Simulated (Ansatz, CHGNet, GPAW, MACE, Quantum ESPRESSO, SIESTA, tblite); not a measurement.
## Random packing of 71HfO2-29Hf3N4 (mol %) (71 atoms): runs against a plane-wave reference

Density of this cell: 9.35 g/cm³. The cell holds 71 atoms: 27 Hf, 24 O and 20 N. Its edges and angles: a = 9.912 Å, b = 9.912 Å, c = 9.912 Å, α = 90.0°, β = 90.0°, γ = 90.0°. 71 atoms (27 Hf, 24 O, 20 N) packed at random in a cube at 9.35 g/cm³ and pushed apart as soft spheres, cations and anions kept from their own kind; a start for melting by ab initio MD, not an equilibrated structure. Then every atom was moved at random, 0.02 Å r.m.s. a Cartesian component.

Geometry: as built.

The reference, a calculation:

| Item | Value |
| --- | --- |
| method | Kohn-Sham DFT, PBE, PAW, plane waves (Ansatz 0.2.0); cutoff 420 eV, Γ point, fermi-dirac smearing of 0.05 eV; PAW set soft_2 |
| r.m.s. force component | 2.336 eV/Å |
| longest force | 8.89 eV/Å |
| pressure | -12.6 GPa |
| SCF cycles | 12 |
| time | 30 s on 4 threads of Arm Neoverse V1, shared host |
| CPU time | 1.9 min |

**Question.** The same geometry is run in other programs. How far does each lie from the reference, and what does it cost?
- MACE MP-0b2 small potential (MACE MP-0b2 small; 1 thread)
- SIESTA PBE, SZ, shift 0.01 Ry, mesh 500 Ry (SIESTA 5.4.2; 1 thread)
- MACE MPA-0 medium potential (MACE MPA-0 medium; 1 thread)
- QE PBE, sssp-1.3.0-efficiency, 60/480 Ry (Quantum ESPRESSO 7.5; 4 MPI ranks)
- GPAW PBE, plane waves 600 eV (GPAW 26.7.0; 2 MPI ranks)
- tblite GFN1-xTB (tblite 0.8.0; 1 thread)
- CHGNet 0.3.0 potential (CHGNet 0.3.0; 1 thread)
- SIESTA PBE, DZP, shift 0.01 Ry, mesh 500 Ry (SIESTA 5.4.2; 2 MPI ranks)
- SIESTA PBE, DZP, shift 0.01 Ry, mesh 150 Ry (SIESTA 5.4.2; 2 MPI ranks)

Differences are against the plane-wave reference, forces as r.m.s. over components; share is that over the reference's r.m.s. force, slope the least-squares factor from reference forces to these. Total energies of different programs have different zeros and aren't compared.

```tsv
run	Δ force, r.m.s. (meV/Å)	share (%)	slope	Δ pressure (GPa)	cores	CPU time	memory (GiB)
reference	-	-	-	-	4	1.9 min	1.7
MACE MP-0b2 small potential	632	27.1	1.014	0.640	1	8.2 s	0.67
SIESTA PBE, SZ, shift 0.01 Ry, mesh 500 Ry (coarse)	355	15.2	0.880	-9.85	1	5.6 min	1.1
MACE MPA-0 medium potential	431	18.4	0.953	-1.30	1	12 s	0.96
QE PBE, sssp-1.3.0-efficiency, 60/480 Ry	12.9	0.553	1.000	-0.300	4	30 min	2.5
GPAW PBE, plane waves 600 eV	22.0	0.942	1.005	-4.83	2	17 min	1.8
tblite GFN1-xTB	1226	52.5	1.173	37.6	1	5.2 s	0.12
CHGNet 0.3.0 potential	640	27.4	1.091	-5.56	1	5 s	1.1
SIESTA PBE, DZP, shift 0.01 Ry, mesh 500 Ry	93.8	4.02	0.983	-1.52	2	16 min	2.3
SIESTA PBE, DZP, shift 0.01 Ry, mesh 150 Ry (coarse)	95.3	4.08	0.984	-1.53	2	3.9 min	0.86
```

Rows marked coarse were listed beforehand as settings not expected to be converged; some can still land near the reference.

Times of the machine-learned potentials are mostly Python's start and the loading of weights.

CPU time is summed over cores on a shared host, where runs went side by side, so it is rough. Symmetry, cutoffs, thresholds, outputs and thread counts weren't matched or tuned between programs; memory under MPI is the largest rank's times the ranks.

PBE on plane waves or a grid with other potentials, cutoffs or grids, coarse settings apart, differs from the reference by 0.55 % (QE PBE, sssp-1.3.0-efficiency, 60/480 Ry) to 0.94 % (GPAW PBE, plane waves 600 eV) of the r.m.s. force; this holds the reference's own error, so differences of a few per cent don't tell which side is nearer the exact PBE result (QE's 60 Ry are 816 eV, against the reference's 420 eV). The PBE run in local orbitals, coarse settings apart, differs by 4.0 % (SIESTA PBE, DZP, shift 0.01 Ry, mesh 500 Ry); basis, grid and potentials can all enter. Tight binding differs by 52 % (tblite GFN1-xTB); it is another model, with fitted parameters of its own, and the xTB methods hold dispersion. Machine-learned potentials differ by 18 % (MACE MPA-0 medium potential) to 27 % (CHGNet 0.3.0 potential); they were trained on other programs' data. Periodic xTB results under one method name differ between programs and library versions. Machine-learned potentials mimic data converged in k, so the reference's own k-point error enters their differences. The electronic-structure runs sample only Γ, in a cell whose shortest periodic width is 10 Å, which is coarse for a cell with partly filled levels.

[Logs are printed without paths, hosts, clocks, repeated set-up lines and the standing remarks that a program may print on its own settings, such as how far it seeks lower states.]

[Hosts, paths, dates, database ids (printed as entryN), source tags and the programs' standing remarks are cut or masked in the printed files.]
